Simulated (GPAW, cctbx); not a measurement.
# KBe2Te2: deformation density and structure factors from DFT

Aim: compute the bonding part of the density of KBe2Te2, find which reflections carry it, and see how it biases an ordinary refinement.

The start was made by putting kin elements into a known structure type; the compound need not exist, or be stable, in this form. All numbers below are calculated.

## Step 1: Find the equilibrium geometry

The density hangs on the geometry, so cell and atoms are relaxed first, with the symmetry held. The cutoff is set higher than for the density because stress converges slowly with plane waves.

Settings: GPAW 26.7.0, PBE, 570 eV, 5×5×5 k-points, Fermi–Dirac width 0.1 eV, BFGS to 0.03 eV/Å.

```text
cell
1.0
     0.000000000   -3.835000000    0.000000000
     3.835000000    0.000000000    0.000000000
    -1.917500000    1.917500000    7.928500000
Te K Be
2 1 2
Direct
0.359500000 0.359500000 0.719000000
0.640500000 0.640500000 0.281000000
0.000000000 0.000000000 0.000000000
0.250000000 0.750000000 0.500000000
0.750000000 0.250000000 0.500000000
```

```console
$ OMP_NUM_THREADS=1 mpirun -n 4 gpaw python run.py > gpaw.log
```

```text
BFGS:    0      -15.459287        1.002225
BFGS:    1      -15.490828        0.889859
BFGS:    2      -15.644751        0.474316
BFGS:    3      -15.679378        0.609240
...
BFGS:   14      -16.003279        0.354185
BFGS:   15      -16.022265        0.188522
BFGS:   16      -16.028149        0.025184
cell  4.3393 4.3393 7.6711  106.43 106.43 90.00
volume 132.385 A^3, largest force 0.028 eV/A, largest stress 0.05 GPa
```

The cell moved far, while the k-mesh and basis were chosen for the start, so the final shape may be somewhat biased.

After 16 steps the volume has changed by +13.5 % and the energy by -0.569 eV; the largest stress left is 0.05 GPa. It took 6 min on 4 cores of Arm Neoverse V1 (shared host), peak memory 1.5 GiB.

Relaxed structure: I4/mmm (no. 139), a = 4.3393 Å, b = 4.3393 Å, c = 14.0614 Å, α = 90.00°, β = 90.00°, γ = 90.00°.

| atom | mult. | x | y | z |
| --- | --- | --- | --- | --- |
| Te1 | 4 | 0 | 0 | 0.3446 |
| K1 | 2 | 0 | 0 | 0 |
| Be1 | 4 | 1/2 | 0 | 1/4 |

## Step 2: The all-electron density

X-rays see the whole electron density, so the PAW density is rebuilt with its core regions. Subtracting spherical free atoms from the same code cancels the cores and leaves the deformation density Δρ, the part due to bonding.

Settings: PBE, 450 eV, 6×6×6 k-points, Fermi–Dirac width 0.1 eV; primitive cell of 5 atoms.

```console
$ OMP_NUM_THREADS=1 mpirun -n 4 gpaw python run.py > gpaw.log
```

```text
|iter:   1|       0s |  -16.208020 | -0.24 |       |
|iter:   2|       2s |  -16.148568 | -2.07 | -1.19 |
|iter:   3|       4s |  -15.926633 | -2.02 | -1.23 |
...
|iter:   7|      11s |  -15.920317c| -6.35 | -3.48 |
|iter:   8|      13s |  -15.920331c| -7.40 | -3.90 |
|iter:   9|      14s |  -15.920329c| -7.57c| -4.52c|
```

```text
gpts.py:43: UserWarning: Initial realspace grid (24,24,40) inconsistent with symmetries.
gpts.py:43: UserWarning: Initial realspace grid (24,24,40) inconsistent with symmetries.
gpts.py:43: UserWarning: Initial realspace grid (24,24,40) inconsistent with symmetries.
gpts.py:43: UserWarning: Initial realspace grid (24,24,40) inconsistent with symmetries.
gpts.py:70: UserWarning: Using symmetrized grid: (40,40,40).
gpts.py:70: UserWarning: Using symmetrized grid: (40,40,40).
gpts.py:70: UserWarning: Using symmetrized grid: (40,40,40).
gpts.py:70: UserWarning: Using symmetrized grid: (40,40,40).
grid (80, 80, 80)  electrons 131.000  moved by bonding 0.717 e
deformation density beyond 0.5 A of the nuclei: max 0.066, min -0.068 e/A^3
atom        x       y       z   Voronoi charge  moment
Te1    0.3446  0.3446  0.6892     -0.084       0.00
Te2    0.6554  0.6554  0.3108     -0.084       0.00
K 3    0.0000  0.0000  0.0000      0.250       0.00
Be4    0.2500  0.7500  0.5000     -0.042       0.00
Be5    0.7500  0.2500  0.5000     -0.042       0.00
mean inner potential of superposed free atoms 13.182 V
total magnetic moment 0.000 muB
```

Deformation density in a plane through the shortest contact of the Te atom at the origin, in 0.01 e/Å³ (clipped at ±99); x from -1.6 to 4.1 Å, y from 2.4 down to -2.4 Å:

```text
 -1  -1  -1  -2  -3   .   .   .   3   6   3  -5   .   .  -1   1
 -1  -1  -1  -1  -1   2   4   0   1   4   2  -4  -2  -1  -3   0
 -1  -1   0   1   3   5   3  -1  -1   1   2   2   0  -2  -2  -1
  0   0   0   1   4   6   5   2   0   0   2   5   6   4   1   0
  0   0  -1  -2  -2   0   1   2   1  -1   0   3   4   2   0  -1
  0   0  -1  -3   .  -2  -3   3   4   0   1   .   1  -2  -1  -1
  0   1   1  -1   .   .  -4   4   6   3   .   .   2  -3  -2  -1
  0   1   1  -1   .  -2  -3   3   4   1   1   .   0  -2  -2  -1
  0   1   1   1   0  -2  -1   1   1  -1  -3  -2  -1  -1  -1  -1
  0   0   1   1   0   0   0   0  -1  -1  -2  -2  -1   0   0  -1
 -1   0   0   0   0   0   0  -1  -1  -1  -1  -1  -1   0  -1  -2
 -1  -1   0   0   0   0   0  -1  -1  -1  -1  -1  -1  -2  -2   1
 -1  -1  -1  -1   0   0  -1  -1  -1  -1  -1  -1  -2  -3  -2   .
```

Atoms in or within 0.15 Å of the plane: Te (0.0, 0.0), Be (2.5, 0.0) Å. Dots mark points within about 0.45 Å of a nucleus; large values next to them are atomic features.

Te gains most (-0.08 e) and K loses most (+0.25 e), as electronegativity suggests. Such charges fall far short of formal ones, since overlapping free atoms already put density on their neighbours. Along the shortest contact from the Te atom at the map's origin, Te–Be at 2.54 Å, Δρ is +0.06 e/Å³ at the midpoint: a modest build-up. At the midpoints of other shortest contacts it is 0.00 (Be–Be, 3.07 Å) e/Å³. Point values carry grid noise of about 0.01 e/Å³. The run needed 9 iterations, 22 s.

## Step 3: From the density to structure factors

The Fourier components of Δρ, added to those of the free atoms, give the static X-ray structure factors; the Mott–Bethe relation turns them into the Fourier components V of the potential that fast electrons feel.

```text
static structure factors of the conventional cell: F in electrons, V (Mott-Bethe) in volts
   h  k  l      d  |F| table  |F| free   |F| DFT   change   |V| free  |V| DFT  change %
   0  0  2  7.0307    53.038    53.041    53.472    0.431     2.160    1.791    -17.1
   1  0  1  4.1464    72.633    72.657    73.030    0.373     1.730    1.619     -6.4
   0  0  4  3.5153    89.874    89.859    89.900    0.042     1.346    1.337     -0.7
   1  0  3  3.1842   203.610   203.731   203.931    0.201     6.601    6.565     -0.5
   1  1  0  3.0683   196.307   196.358   196.214   -0.143     5.483    5.506      0.4
   1  1  2  2.8122    26.516    26.495    26.117   -0.379     0.401    0.349    -12.9
   1  0  5  2.3600     0.933     0.939     0.936   -0.003     0.362    0.362     -0.1
   0  0  6  2.3436   167.483   167.562   167.355   -0.207     4.182    4.202      0.5
   1  1  4  2.3116    98.738    98.830    98.681   -0.149     2.712    2.726      0.5
   2  0  0  2.1696   192.487   192.615   192.616    0.000     5.654    5.654     -0.0
   2  0  2  2.0732    40.874    40.896    40.741   -0.155     1.091    1.103      1.1
   2  1  1  1.9224    61.473    61.487    61.362   -0.125     1.086    1.094      0.7
   1  1  6  1.8625   168.058   168.123   167.844   -0.279     4.529    4.546      0.4
   2  0  4  1.8463    78.048    78.069    78.143    0.074     1.067    1.063     -0.4
```

The largest X-ray change is +0.43 e on 002, 0.8 % of |F|. For electrons V goes as (Z − F)/g², so a change of F counts against Z − F, which is small at low angle and wherever the atoms' terms cancel: |V| of 002 moves by -17.1 % (2.16 to 1.79 V) against +0.8 % in |F|. The last three rows still change by up to 0.28 e; the table stops while the angles are still low. The tabulated Hartree–Fock atoms differ from the free DFT atoms by up to 0.13 e, so the choice of reference atom matters too.

## Step 4: How cheap can the run be?

Cutoff and k-mesh: one is changed at a time, to find what the result needs.

| run | ΔF 002 (e) | ΔF 112 (e) | ΔF 101 (e) | q(Te) (e) | moved (e) | time |
| --- | --- | --- | --- | --- | --- | --- |
| 450 eV 6×6×6 | +0.431 | -0.379 | +0.373 | -0.084 | 0.717 | 22 s |
| 250 eV 6×6×6 | +0.432 | -0.361 | +0.381 | -0.087 | 0.681 | 11 s |
| 350 eV 6×6×6 | +0.430 | -0.376 | +0.375 | -0.085 | 0.700 | 19 s |
| 750 eV 6×6×6 | +0.429 | -0.380 | +0.373 | -0.087 | 0.719 | 46 s |
| 450 eV 2×2×2 | +0.482 | -0.294 | +0.389 | -0.107 | 0.740 | 9.9 s |
| 450 eV 3×3×3 | +0.468 | -0.384 | +0.385 | -0.091 | 0.725 | 9.7 s |

Within 0.01 e of the base on all three: 350 eV 6×6×6 and 750 eV 6×6×6. The largest error, 0.085 e, comes with 450 eV 2×2×2. Times are from shared hosts.

## Step 5: What a spherical-atom refinement makes of it

Routine crystallography fits spherical atoms. To see the bias, intensities are simulated from tabulated atoms plus the DFT change ΔF, so that bonding alone can misfit (4436 reflections of the full sphere, merged to the counts below, to 0.5 Å, 1 % proportional noise plus counting noise, assumed isotropic U as listed, Δρ smeared by the mean U) and refined with cctbx over different ranges.

| range | data | R1 | GooF | U Te1 (true 0.0083) | U K1 (true 0.0119) | U Be1 (true 0.0172) | largest shift (Å) | Δρ max, min (e/Å³) |
| --- | --- | --- | --- | --- | --- | --- | --- | --- |
| all data | 374 | 0.0028 | 0.96 | 0.0083 | 0.0119 | 0.0174 | 0.0000 | 0.27, -0.14 |
| low resolution, d > 0.84 | 96 | 0.0025 | 1.14 | 0.0083 | 0.0120 | 0.0171 | 0.0001 | 0.16, -0.06 |
| high order, d < 0.75 | 249 | 0.0031 | 0.89 | 0.0083 | 0.0119 | 0.0175 | 0.0000 | 0.18, -0.12 |
| occupancies free, d > 0.7 | 152 | 0.0024 | 1.02 | 0.0083 | 0.0121 | 0.0178 | 0.0000 | 0.17, -0.09 |

With all data GooF is 0.96, so at this noise the bonding hardly shows; the top residual peak lies 1.13 Å from Te and 3.24 Å from Te. No U is off by more than 3 s.u. at low resolution. With Te1 held at 1 and the scale free, the other occupancies refine to K1 1.004(0.002) and Be1 1.011(0.010), within three s.u. of full.

## Step 6: Answer

Bonding moves 0.72 e in the primitive cell of KBe2Te2 and changes the structure factors of the conventional cell in the table above by at most 0.43 e (002, 0.8 %), and among reflections above 2 % of the strongest by up to 1.4 % (112). The shortest bond, Te–Be, has Δρ = +0.06 e/Å³ at its midpoint. Within 0.01 e of the base on all three: 350 eV 6×6×6 and 750 eV 6×6×6. The largest error, 0.085 e, comes with 450 eV 2×2×2. With all data GooF is 0.96, so at this noise the bonding hardly shows. Limits: static density, frozen cores, no spin–orbit coupling.

[Outputs are excerpts: Python notices, other lines and further rows are left out; steps that failed or that the build refused (PBEsol, TPSS) are not shown.]

[Logs are printed without paths, hosts, clocks, repeated set-up lines and the standing remarks that a program may print on its own settings, such as how far it seeks lower states.]
